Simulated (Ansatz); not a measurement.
## Decaying states in the gap of Al3GaAs4

A new crystal, Al3GaAs4: structure, gap and complex bands. It is built by putting As for N in the Al3GaN4 structure of space group P-43m, with the volume rescaled by atomic radii. The parent structure comes from the Materials Project.

Method: r2SCAN DFT, plane waves, PAW files, in the first sound run; inputs show where later runs differ, in Ansatz 0.2.0.

The structure was built from a prototype and need not be the compound's stable phase.

## Step 1: The starting structure

It takes space group P-43m (No. 215, cubic). The conventional cell has a = 4.980 Å, b = 4.980 Å, c = 4.980 Å, α = 90.00°, β = 90.00°, γ = 90.00°. Nearest to Al lie 4 As at 2.14 Å. Ga has 4 As at 2.21 Å nearest. Nearest to As lie 3 Al at 2.14 Å and 1 Ga at 2.21 Å. It derives from Al3GaN4. As for N in the Al3GaN4 structure of space group P-43m. Farther neighbours are not listed.

## Step 2: Relaxing the new crystal

The substituted atoms don't fit the parent's cell, so cell and atoms relax together. A small smearing keeps the run stable in case the gap closes on the way.

The input, input.yaml:

```yaml
crystal:
  lattice:
    - [4.9804090537, 0.0, 0.0]
    - [0.0, 4.9804090537, 0.0]
    - [0.0, 0.0, 4.9804090537]
  atoms:
    - { symbol: Al, position: [0.5, 0.5, 0.0] }
    - { symbol: Al, position: [0.5, 0.0, 0.5] }
    - { symbol: Al, position: [0.0, 0.5, 0.5] }
    - { symbol: Ga, position: [0.0, 0.0, 0.0] }
    - { symbol: As, position: [0.74416343, 0.74416343, 0.25583657] }
    - { symbol: As, position: [0.74416343, 0.25583657, 0.74416343] }
    - { symbol: As, position: [0.25583657, 0.74416343, 0.74416343] }
    - { symbol: As, position: [0.25583657, 0.25583657, 0.25583657] }
kpoints:
  mp_grid: { grid: [4, 4, 4] }
scf:
  occupations: { method: gaussian, width: 0.03 }
hamiltonian:
  xc: r2scan
output:
  forces: true
  stress: true
relax:
  f_tol: 0.02
  max_steps: 60
  cell: {}
```

Command:

```sh
$ ansatz run input.yaml --threads 2 --pin off --max-ram 4096MiB --backend cpu --events-out ev --progress --plain --runs-dir out
```

Numbers of over 12 decimals in the logs are rounded to 6 here.

Output:

```text
Engine: ansatz 0.2.0, x86_64-unknown-linux-gnu
Pseudopotentials: kind: paw
Pseudopotential: Al, paw, valence charge 3, recommended cutoff 500 eV (meta_gga), Al.paw.azcp
Pseudopotential: Ga, paw, valence charge 13, recommended cutoff 500 eV (meta_gga), Ga.paw.azcp
Pseudopotential: As, paw, valence charge 15, recommended cutoff 500 eV (meta_gga), As.paw.azcp
Functional definition: r2SCAN
  parameter k0 = 0.174
  parameter k1 = 0.065
  parameter a1 = 4.9479
  exchange = r2scan_x(k0 = k0, k1 = k1, a1 = a1)
  correlation = r2scan_c
Crystal: 8 atoms, lattice volume = 123.536 Å³
Basis set: ecut = 500 eV, 3119 PW (Γ), exchange–correlation on 160×160×160 points (64 copies of the dense FFT grid, shifted against one another)
Bands: 50, of which v1, the nominal top of the filled ones, is band 41 counted from 1 (40 counted from 0)
Symmetry: 24 space group operations
Space group: P-43m (ITA 215), of the structure as read, at distance tolerance 5.0e-5 Å
k-points: 10 of 64 (time reversal used)
Non-local potential: Al, projectors of the file, l = 0: 2, l = 1: 2, l = 2: 1
Non-local potential: Ga, projectors of the file, l = 0: 2, l = 1: 2, l = 2: 3, l = 3: 1
Non-local potential: As, projectors of the file, l = 0: 2, l = 1: 2, l = 2: 3, l = 3: 1
PAW form: soft (Blöchl's): semilocal exchange-correlation on the pseudo side does not see the compensation charge
PAW frozen core: Al, regenerated for the run's functional (the file was generated under x = pbe(κ = 0.804, μ = 0.219515), c = pbe(β = 0.066725))
PAW frozen core: Ga, regenerated for the run's functional (the file was generated under x = pbe(κ = 0.804, μ = 0.219515), c = pbe(β = 0.066725))
PAW frozen core: As, regenerated for the run's functional (the file was generated under x = pbe(κ = 0.804, μ = 0.219515), c = pbe(β = 0.066725))
PAW one-centre angular grid: Al, 302 points (default); XC on 160 Gauss nodes
PAW one-centre angular grid: Ga, 590 points (default); XC on 160 Gauss nodes
PAW one-centre angular grid: As, 590 points (default); XC on 160 Gauss nodes
Initial density: superposition of atomic densities (neutral atoms: chi_scale 0, normalization atom), corrected by the library's trained network
Initial wavefunctions: pseudopotential atomic-orbital guess
Functional: x = r2scan, c = r2scan; τ floored in thin density (d = 2e-4 eV/Å³)
SCF iter   1: F=—  HF=-24865.362213 eV  |F-HF|=—  |Δ(HF+E_count)|=         —  Δρ=6.33e-3  dr2=5.70e-2  dr2_τ=1.28e-1  ethr=1.77e-3  ⟨swp⟩=8.9  Hψ=2189  notcnv=0  defer=1
preconditioner: auto → Resta (q_TF=auto, 2.548 Å⁻¹)  ε∞=3.6  [insulator: Δε(μ)=1.246 eV  Ē_g=13.400 eV  σ=0.030 eV  W_gap=1.00  n_scr=32 (ndim 8)  ℏωp=21.7 eV  f_vac=0.000  D(μ)=0.00/eV (n_scr^D=0)  ε∞_Penn≈3.6]
SCF iter   2: F=—  HF=-24865.563057 eV  |F-HF|=—  |Δ(HF+E_count)|=   2.01e-1  Δρ=3.58e-3  dr2=1.82e-2  dr2_τ=2.40e-4  ethr=6.96e-5  ⟨swp⟩=3.0  Hψ=1090  notcnv=0  defer=40
SCF iter   3: F=—  HF=-24865.560056 eV  |F-HF|=—  |Δ(HF+E_count)|=   3.00e-3  Δρ=2.10e-3  dr2=6.28e-3  dr2_τ=7.28e-5  ethr=2.23e-5  ⟨swp⟩=2.0  Hψ=720  notcnv=0  defer=30
automatic band count: iteration 3 solves 49 bands in place of 50: the levels show a gap, and the empty bands left out lie too high to hold charge; the band table lists the bands solved (type scf.n_extra_bands for more)
SCF iter   4: F=—  HF=-24865.559107 eV  |F-HF|=—  |Δ(HF+E_count)|=   9.49e-4  Δρ=4.29e-4  dr2=9.63e-5  dr2_τ=3.84e-6  ethr=7.66e-6  ⟨swp⟩=2.0  Hψ=720  notcnv=0  defer=30
SCF iter   5: F=—  HF=-24865.559031 eV  |F-HF|=—  |Δ(HF+E_count)|=   7.56e-5  Δρ=1.68e-4  dr2=2.78e-5  dr2_τ=9.85e-7  ethr=1.17e-7  ⟨swp⟩=2.0  Hψ=870  notcnv=0  defer=30
SCF iter   6: F=—  HF=-24865.559026 eV  |F-HF|=—  |Δ(HF+E_count)|=   5.32e-6  Δρ=6.49e-5  dr2=4.49e-6  dr2_τ=1.10e-7  ethr=3.39e-8  ⟨swp⟩=2.0  Hψ=670  notcnv=0  defer=30
SCF iter   7: F=—  HF=-24865.559027 eV  |F-HF|=—  |Δ(HF+E_count)|=   8.77e-7  Δρ=1.51e-5  dr2=2.95e-7  dr2_τ=3.02e-9  ethr=5.47e-9  ⟨swp⟩=2.0  Hψ=669  notcnv=0  defer=30
SCF iter   8: F=-24865.559027 eV  HF=-24865.559027 eV  |F-HF|=4.58e-10  |Δ(HF+E_count)|=   8.89e-8  Δρ=2.33e-6  dr2=7.91e-9  dr2_τ=1.25e-10  ethr=1.22e-10  ⟨swp⟩=4.0  Hψ=1667  notcnv=0
SCF 1 converged in 8 iterations: F = -24865.559027 eV  dr2 = 7.91e-9
  greatest PAW one-centre occupation: 0.999 electrons in one spin orbital (limit 2), on the As atom at site 6 (counted from 0), in its partial waves of l = 2
relax step   1: F+E_penalty+E_count = -24865.55902688 eV  Δ(F+E_penalty+E_count) = +0.000e0 eV  max|allowed force component| = 7.171e-1 eV/Å  Δτ_max = 0.0000 Å  P = +66.143 GPa  Ω = 123.536 Å³  (8 SCF iters, dr2 threshold 1.00e-7 eV, accepted)
Crystal: 8 atoms, lattice volume = 142.500 Å³
Basis set: ecut = 500 eV, 3695 PW (Γ), exchange–correlation on 160×160×160 points (64 copies of the dense FFT grid, shifted against one another)
Initial density: handed on by an earlier stage of this run
Initial wavefunctions: those handed on with the density
iter 1 solved again at ethr=1.77e-4 eV; its pass at ethr=3.10e-3 eV (dr2=1.45e-1 eV) is discarded
SCF iter   1: F=—  HF=-24870.835493 eV  |F-HF|=—  |Δ(HF+E_count)|=         —  Δρ=8.78e-3  dr2=1.45e-1  dr2_τ=1.31e-1  ethr=1.77e-4  ⟨swp⟩=2.1  Hψ=3011  notcnv=0
automatic band count: iteration 1 solves 49 bands in place of 50: the levels show a gap, and the empty bands left out lie too high to hold charge; the band table lists the bands solved (type scf.n_extra_bands for more)
preconditioner: auto → Resta (q_TF=auto, 2.488 Å⁻¹)  ε∞=3.6  [insulator: Δε(μ)=1.402 eV  Ē_g=12.448 eV  σ=0.030 eV  W_gap=1.00  n_scr=32 (ndim 8)  ℏωp=20.2 eV  f_vac=0.021  D(μ)=0.00/eV (n_scr^D=0)  ε∞_Penn≈3.6]
SCF iter   2: F=—  HF=-24871.229930 eV  |F-HF|=—  |Δ(HF+E_count)|=   3.94e-1  Δρ=6.12e-3  dr2=6.89e-2  dr2_τ=5.49e-4  ethr=1.76e-4  ⟨swp⟩=3.2  Hψ=810  notcnv=0
SCF iter   3: F=—  HF=-24871.221160 eV  |F-HF|=—  |Δ(HF+E_count)|=   8.77e-3  Δρ=1.27e-3  dr2=2.87e-3  dr2_τ=9.20e-5  ethr=8.40e-5  ⟨swp⟩=3.2  Hψ=810  notcnv=0
SCF iter   4: F=—  HF=-24871.221264 eV  |F-HF|=—  |Δ(HF+E_count)|=   1.04e-4  Δρ=6.45e-4  dr2=4.97e-4  dr2_τ=6.41e-6  ethr=3.50e-6  ⟨swp⟩=2.8  Hψ=941  notcnv=0
SCF iter   5: F=—  HF=-24871.221481 eV  |F-HF|=—  |Δ(HF+E_count)|=   2.17e-4  Δρ=2.54e-4  dr2=7.91e-5  dr2_τ=1.67e-6  ethr=6.07e-7  ⟨swp⟩=2.7  Hψ=929  notcnv=0
SCF iter   6: F=—  HF=-24871.221409 eV  |F-HF|=—  |Δ(HF+E_count)|=   7.21e-5  Δρ=7.48e-5  dr2=6.38e-6  dr2_τ=1.23e-7  ethr=9.65e-8  ⟨swp⟩=3.0  Hψ=948  notcnv=0
SCF iter   7: F=—  HF=-24871.221408 eV  |F-HF|=—  |Δ(HF+E_count)|=   5.35e-7  Δρ=2.97e-5  dr2=1.10e-6  dr2_τ=2.56e-8  ethr=7.79e-9  ⟨swp⟩=2.9  Hψ=942  notcnv=0
[...]
SCF iter   2: F=—  HF=-24873.857963 eV  |F-HF|=—  |Δ(HF+E_count)|=   3.69e-1  Δρ=4.92e-3  dr2=5.81e-2  dr2_τ=3.37e-4  ethr=1.29e-4  ⟨swp⟩=3.7  Hψ=828  notcnv=0
SCF iter   3: F=—  HF=-24873.853834 eV  |F-HF|=—  |Δ(HF+E_count)|=   4.13e-3  Δρ=1.37e-3  dr2=5.49e-3  dr2_τ=1.05e-4  ethr=7.09e-5  ⟨swp⟩=3.7  Hψ=819  notcnv=0
SCF iter   4: F=—  HF=-24873.852861 eV  |F-HF|=—  |Δ(HF+E_count)|=   9.73e-4  Δρ=7.52e-4  dr2=8.53e-4  dr2_τ=8.31e-6  ethr=6.69e-6  ⟨swp⟩=2.3  Hψ=784  notcnv=0  defer=4
SCF iter   5: F=—  HF=-24873.852964 eV  |F-HF|=—  |Δ(HF+E_count)|=   1.03e-4  Δρ=2.79e-4  dr2=1.45e-4  dr2_τ=2.33e-6  ethr=1.04e-6  ⟨swp⟩=2.0  Hψ=689  notcnv=0  defer=4
SCF iter   6: F=—  HF=-24873.852902 eV  |F-HF|=—  |Δ(HF+E_count)|=   6.19e-5  Δρ=8.55e-5  dr2=8.44e-6  dr2_τ=1.39e-7  ethr=1.76e-7  ⟨swp⟩=3.0  Hψ=941  notcnv=0  defer=4
SCF iter   7: F=-24873.852906 eV  HF=-24873.852906 eV  |F-HF|=1.12e-7  |Δ(HF+E_count)|=   3.78e-6  Δρ=1.67e-5  dr2=3.56e-7  dr2_τ=1.04e-8  ethr=9.76e-10  ⟨swp⟩=4.0  Hψ=2649  notcnv=0
SCF 3 converged in 7 iterations: F = -24873.852906 eV  dr2 = 3.56e-7
  greatest PAW one-centre occupation: 0.999 electrons in one spin orbital (limit 2), on the As atom at site 4 (counted from 0), in its partial waves of l = 2
relax step   3: F+E_penalty+E_count = -24873.85290572 eV  Δ(F+E_penalty+E_count) = -2.631e0 eV  max|allowed force component| = 6.223e-2 eV/Å  Δτ_max = 0.0177 Å  P = +10.769 GPa  Ω = 163.309 Å³  energy of the carried Pulay correction = -5.741e-3 eV  (7 SCF iters, dr2 threshold 8.00e-7 eV, accepted)
[...]
relax step   4: F+E_penalty+E_count = -24874.39315770 eV  Δ(F+E_penalty+E_count) = -5.403e-1 eV  max|allowed force component| = 7.308e-4 eV/Å  Δτ_max = 0.0056 Å  P = +2.743 GPa  Ω = 176.631 Å³  energy of the carried Pulay correction = -7.329e-3 eV  (7 SCF iters, dr2 threshold 8.00e-7 eV, accepted)
[...]
relax step   5: F+E_penalty+E_count = -24874.44228277 eV  Δ(F+E_penalty+E_count) = -4.913e-2 eV  max|allowed force component| = 1.148e-2 eV/Å  Δτ_max = 0.0020 Å  P = -0.189 GPa  Ω = 183.127 Å³  energy of the carried Pulay correction = -8.054e-3 eV  (6 SCF iters, dr2 threshold 8.00e-7 eV, accepted)
[...]
relax step   6: F+E_penalty+E_count = -24874.44267287 eV  Δ(F+E_penalty+E_count) = -3.901e-4 eV  max|allowed force component| = 4.887e-4 eV/Å  Δτ_max = 0.0015 Å  P = +0.001 GPa  Ω = 182.663 Å³  energy of the carried Pulay correction = -8.004e-3 eV  (6 SCF iters, dr2 threshold 8.97e-8 eV, accepted)
[...]
relax step   7: F+E_penalty+E_count = -24874.45927987 eV  Δ(F+E_penalty+E_count) = -1.661e-2 eV  max|allowed force component| = 7.714e-4 eV/Å  Δτ_max = 0.0000 Å  P = +0.076 GPa  Ω = 182.663 Å³  stress off target by 7.60e-2 GPa  SCF on the basis re-selected at this cell (its energy is not comparable with the rows above)  (8 SCF iters)
[...]
relax step   8: F+E_penalty+E_count = -24874.45930482 eV  Δ(F+E_penalty+E_count) = -2.495e-5 eV  max|allowed force component| = 3.760e-7 eV/Å  Δτ_max = 0.0001 Å  P = +0.002 GPa  Ω = 182.844 Å³  energy of the carried Pulay correction = -1.910e-5 eV  (6 SCF iters, dr2 threshold 1.44e-8 eV, accepted)
iter 1 solved again at ethr=1.33e-7 eV; its pass at ethr=3.10e-3 eV (dr2=1.09e-4 eV) is discarded
SCF iter   1: F=—  HF=-24874.459342 eV  |F-HF|=—  |Δ(HF+E_count)|=         —  Δρ=1.13e-6  dr2=2.67e-9  dr2_τ=5.08e-10  ethr=1.33e-7  ⟨swp⟩=3.0  Hψ=3127  notcnv=0
eigensolver tolerance schedule: the retry pair's looser diagonalisation over-reported the residual by 40996.32 of it (diagonalisation noise at an unbounded share of the residual, at the tolerance the schedule requests for it); recorded, not acted on — ethr = c·dr2/N_el stays at c = 1.0e-1
preconditioner: auto → Resta (q_TF=auto, 2.387 Å⁻¹)  ε∞=3.4  [insulator: Δε(μ)=1.519 eV  Ē_g=11.549 eV  σ=0.030 eV  W_gap=1.00  n_scr=32 (ndim 8)  ℏωp=17.8 eV  f_vac=0.018  D(μ)=0.00/eV (n_scr^D=0)  ε∞_Penn≈3.4]
SCF iter   2: F=—  HF=-24874.459335 eV  |F-HF|=—  |Δ(HF+E_count)|=   7.80e-6  Δρ=1.48e-6  dr2=2.13e-9  dr2_τ=7.44e-11  ethr=3.25e-12  ⟨swp⟩=3.6  Hψ=1166  notcnv=0
SCF iter   3: F=—  HF=-24874.459335 eV  |F-HF|=—  |Δ(HF+E_count)|=  3.20e-10  Δρ=7.55e-7  dr2=5.52e-10  dr2_τ=1.20e-11  ethr=2.59e-12  ⟨swp⟩=2.0  Hψ=600  notcnv=0
SCF iter   4: F=-24874.459335 eV  HF=-24874.459335 eV  |F-HF|=5.46e-11  |Δ(HF+E_count)|=  1.67e-10  Δρ=1.36e-7  dr2=4.36e-11  dr2_τ=1.34e-12  ethr=1.00e-12  ⟨swp⟩=3.0  Hψ=1939  notcnv=0
SCF 9 converged in 4 iterations: F = -24874.459335 eV  dr2 = 4.36e-11
relax step   9: F+E_penalty+E_count = -24874.45933458 eV  Δ(F+E_penalty+E_count) = -2.976e-5 eV  max|allowed force component| = 2.268e-7 eV/Å  Δτ_max = 0.0000 Å  P = +0.002 GPa  Ω = 182.844 Å³  stress off target by 1.55e-3 GPa  SCF on the basis re-selected at this cell (its energy is not comparable with the rows above)  (4 SCF iters)
basis re-selected at this cell: Δ(F+E_penalty+E_count) = -2.976e-5 eV, ΔP = +0.000 GPa vs the last step (what re-selecting the basis moved, of the pressure what is left beyond the Pulay correction that the steps carried, after the strain that the cell walked since its last selection, with what the two solves' SCF thresholds leave and, on support functions, any second-order correction that the steps lacked; it is no m [...]
SCF converged after 4 iterations
Free energy (F): -24874.459335 eV
Harris-Foulkes:  -24874.459335 eV  (|F-HF|=5.46e-11)
Internal energy: -24874.459335 eV  (E = F + TS)
E sigma→0 (E₀):  -24874.459335 eV
Fermi energy:    7.244229 eV
--- Per-component energies (eV) ---
  E_band       = -1180.209576
  E_kinetic    = 598.899001
  E_local      = -10727.045489  (includes V_loc(G=0)·N_el)
  E_nonlocal   = -2223.159005
  E_hartree    = 5598.152923
  E_xc         = -470.097658
  E_vxc        = -490.673325  (∫ρ·V_xc dr)
  E_paw        = -10816.199320  (= ΣΔE_a)
  E_vpaw       = 441.339600  (= ΣTr[D̂ρ^β])
  E_aug_tail   = -0.000065  (compensation charges beyond the density's cutoff)
  E_vtau       = 24.124096  (kinetic-family band-sum trace: ∫τ·v_τ [+ j·A + Jᵃ·Aᵃ] dr)
  E_ewald      = -6828.346696
  E_core_change = -6.663025  (= ΣΔE_core)
  E_smearing   = -0.000000  (= −TS)
  E_closure    = -0.000000  (closes the sum)
  Σ components = -24874.459335   (vs F -24874.459335, Δ=0.00e0)
--- Forces (eV/Å), atoms counted from 1 ---
  atom   1  Al     0.00000000     0.00000000    -0.00000000
  atom   2  Al    -0.00000000    -0.00000000    -0.00000000
  atom   3  Al     0.00000000     0.00000000    -0.00000000
  atom   4  Ga    -0.00000000     0.00000000    -0.00000000
  atom   5  As    -0.00000023    -0.00000023     0.00000023
  atom   6  As    -0.00000023     0.00000023    -0.00000023
  atom   7  As     0.00000023    -0.00000023    -0.00000023
  atom   8  As     0.00000023     0.00000023     0.00000023
  max |Σ_I F_I| component: 3.89e-17 eV/Å
--- Stress (GPa, compression-positive) ---
        0.001549      -0.000000      -0.000000
       -0.000000       0.001549       0.000000
       -0.000000       0.000000       0.001549
  P = ⅓ Tr σ = 0.0015 GPa (0.015 kbar)
--- Relaxed structure (7 steps of the walk, 7 accepted, 2 SCFs on fresh bases) ---
  F+E_penalty+E_count = -24874.45933458 eV   max|allowed force component| = 2.268e-7 eV/Å   (the final SCF, on the basis selected at the relaxed cell)
  cell:  # Å, volume = 182.8443 Å³
    - [5.675801, 0, 0]
    - [0, 5.675801, 0]
    - [0, 0, 5.675801]
  atoms:
    - { symbol: Al, position: [0.5, 0.5, 0] }
    - { symbol: Al, position: [0.5, 0, 0.5] }
    - { symbol: Al, position: [0, 0.5, 0.5] }
    - { symbol: Ga, position: [0, 0, 0] }
    - { symbol: As, position: [0.749594, 0.749594, 0.250406] }
    - { symbol: As, position: [0.749594, 0.250406, 0.749594] }
    - { symbol: As, position: [0.250406, 0.749594, 0.749594] }
    - { symbol: As, position: [0.250406, 0.250406, 0.250406] }
```

It took 39 s on 2 threads of Intel Xeon Platinum 8488C (Sapphire Rapids), shared host; peak memory 0.87 GiB; 77 s of CPU time.

Relaxation path:

| step | energy less that of the first step (eV) | largest force component (eV/Å) | pressure (GPa) | volume (Å³) |
| --- | --- | --- | --- | --- |
| 1 | 0.0000 | 0.7171 | 66.14 | 123.54 |
| 2 | -5.6624 | 0.2984 | 31.56 | 142.50 |
| 3 | -8.2939 | 0.0622 | 10.77 | 163.31 |
| 4 | -8.8341 | 0.0007 | 2.74 | 176.63 |
| 5 | -8.8833 | 0.0115 | -0.19 | 183.13 |
| 6 | -8.8836 | 0.0005 | 0.00 | 182.66 |
| 7* | -8.9003 | 0.0008 | 0.08 | 182.66 |
| 8 | -8.9003 | 0.0000 | 0.00 | 182.84 |
| 9* | -8.9003 | 0.0000 | 0.00 | 182.84 |

Relaxation steps marked * repeat the geometry before them on a plane-wave basis chosen anew for their cell, so energy and pressure can jump there.

Forces are held to the 24 operations that the run works with; a distortion that breaks them can't arise in this run.

| cell as run | before | after | change |
| --- | --- | --- | --- |
| a (Å) | 4.980 | 5.676 | +14.0 % |
| b (Å) | 4.980 | 5.676 | +14.0 % |
| c (Å) | 4.980 | 5.676 | +14.0 % |
| volume (Å³/atom) | 15.44 | 22.86 | +48.0 % |

The atoms that moved most (Å, as changes of fractional coordinates times the final cell):

| atom | dx | dy | dz | length |
| --- | --- | --- | --- | --- |
| As8 | -0.031 | -0.031 | -0.031 | 0.053 |
| As5 | 0.031 | 0.031 | -0.031 | 0.053 |
| As6 | 0.031 | -0.031 | 0.031 | 0.053 |
| As7 | -0.031 | 0.031 | 0.031 | 0.053 |

Numbers from this step:

| Property | Result |
| --- | --- |
| free energy | -24874.4593 eV |
| Fermi energy | 7.244 eV |
| pressure | 0.001549 GPa |

The largest force component on a free atom ends at 2.3e-7 eV/Å.

## Step 3: The bulk crystal and its band edges

The energy window and the wavevectors of the next steps follow from the band edges, so these are searched first, off the mesh as well.

The input, input.yaml:

```yaml
crystal:
  lattice:
    - [5.6758009462, 0.0, 0.0]
    - [0.0, 5.6758009462, 0.0]
    - [0.0, 0.0, 5.6758009462]
  atoms:
    - { symbol: Al, position: [0.5, 0.5, 0.0] }
    - { symbol: Al, position: [0.5, 0.0, 0.5] }
    - { symbol: Al, position: [0.0, 0.5, 0.5] }
    - { symbol: Ga, position: [0.0, 0.0, 0.0] }
    - { symbol: As, position: [0.7495935536, 0.7495935536, 0.2504064464] }
    - { symbol: As, position: [0.7495935536, 0.2504064464, 0.7495935536] }
    - { symbol: As, position: [0.2504064464, 0.7495935536, 0.7495935536] }
    - { symbol: As, position: [0.2504064464, 0.2504064464, 0.2504064464] }
kpoints:
  mp_grid: { grid: [6, 6, 6] }
  band_path: { path: [VBM, CBM], npoints: 30 }
scf:
  occupations: { method: fixed }
hamiltonian:
  xc: r2scan
output:
  eigenvalues: true
  write_potential: true
  write_density: true
  volumetric_format: npy
```

Output:

```text
[...]
Crystal: 8 atoms, lattice volume = 182.844 Å³
Basis set: ecut = 500 eV, 4697 PW (Γ), exchange–correlation on 180×180×180 points (64 copies of the dense FFT grid, shifted against one another)
Bands: 50, of which v1, the nominal top of the filled ones, is band 41 counted from 1 (40 counted from 0)
Symmetry: 24 space group operations
[...]
k-points: 20 of 216 (time reversal used)
[...]
SCF iter   1: F=—  HF=-24874.397070 eV  |F-HF|=—  |Δ(HF+E_count)|=         —  Δρ=4.76e-3  dr2=3.83e-2  dr2_τ=3.07e-2  ethr=1.77e-3  ⟨swp⟩=4.7  Hψ=3287  notcnv=0  defer=120
[...]
SCF iter   8: F=-24874.466715 eV  HF=-24874.466715 eV  |F-HF|=9.28e-10  |Δ(HF+E_count)|=   8.75e-8  Δρ=1.62e-6  dr2=7.32e-9  dr2_τ=8.80e-11  ethr=1.22e-10  ⟨swp⟩=10.8  Hψ=4186  notcnv=0
SCF 1 converged in 8 iterations: F = -24874.466715 eV  dr2 = 7.32e-9
[...]
NSCF: frozen V_eff on 20 k-points
[...]
SCF converged after 8 iterations
Free energy (F): -24874.466715 eV
[...]
Internal energy: -24874.466715 eV  (E = F + TS)
E sigma→0 (E₀):  -24874.466715 eV
Fermi energy:    6.483398 eV
[...]
--- Band table (eV; the first three rows and the last of 20) ---
  k-point 0: bands = [... 37 lower, 4.1482, 6.4834, 6.4834, 6.4834, 8.1811, 8.3135, 8.3135, 8.3135, ... 5 higher]
  k-point 1: bands = [... 37 lower, 4.2489, 5.6943, 6.2215, 6.2215, 8.3589, 8.8199, 8.8199, 8.8293, ... 5 higher]
  k-point 2: bands = [... 37 lower, 4.5550, 4.5550, 5.6468, 5.6468, 8.7190, 9.6550, 10.0136, 10.0767, ... 5 higher]
  k-point 19: bands = [... 37 lower, 5.5638, 5.6233, 5.6233, 5.6233, 8.0028, 9.0732, 9.0732, 9.0732, ... 5 higher]
```

Run time: 31 s. Hardware: 2 threads; peak memory 0.85 GiB.

Numbers from this step:

- free energy: -24874.4667 eV
- Fermi energy: 6.483 eV
- gap on the k-mesh: 1.519 eV
- gap on path: 1.519 eV, by band count; negative where bands overlap
- direct gap on path: 1.698 eV
- edge places on path: 0, 0.9587 1/A along the path

The electronic bands at the labelled points (eV, zero at the Fermi level (highest filled level under fixed occupations); v1 is the highest filled band, c1 the lowest empty one):

| point | v4 | v3 | v2 | v1 | c1 | c2 | c3 | c4 |
| --- | --- | --- | --- | --- | --- | --- | --- | --- |
| VBM | -2.34 | 0.00 | 0.00 | 0.00 | 1.70 | 1.83 | 1.83 | 1.83 |
| halfway | -1.74 | -1.74 | -0.53 | -0.53 | 2.44 | 2.95 | 3.00 | 3.00 |
| CBM | -0.92 | -0.86 | -0.86 | -0.86 | 1.52 | 2.59 | 2.59 | 2.59 |

The searched edges give 1.52 eV, as on the mesh.

[end of part 1 of 2]

[Logs are printed without paths, hosts, clocks, repeated set-up lines and the standing remarks that a program may print on its own settings, such as how far it seeks lower states.]

[Hosts, paths, dates, database ids (printed as entryN), source tags and the programs' standing remarks are cut or masked in the printed files.]
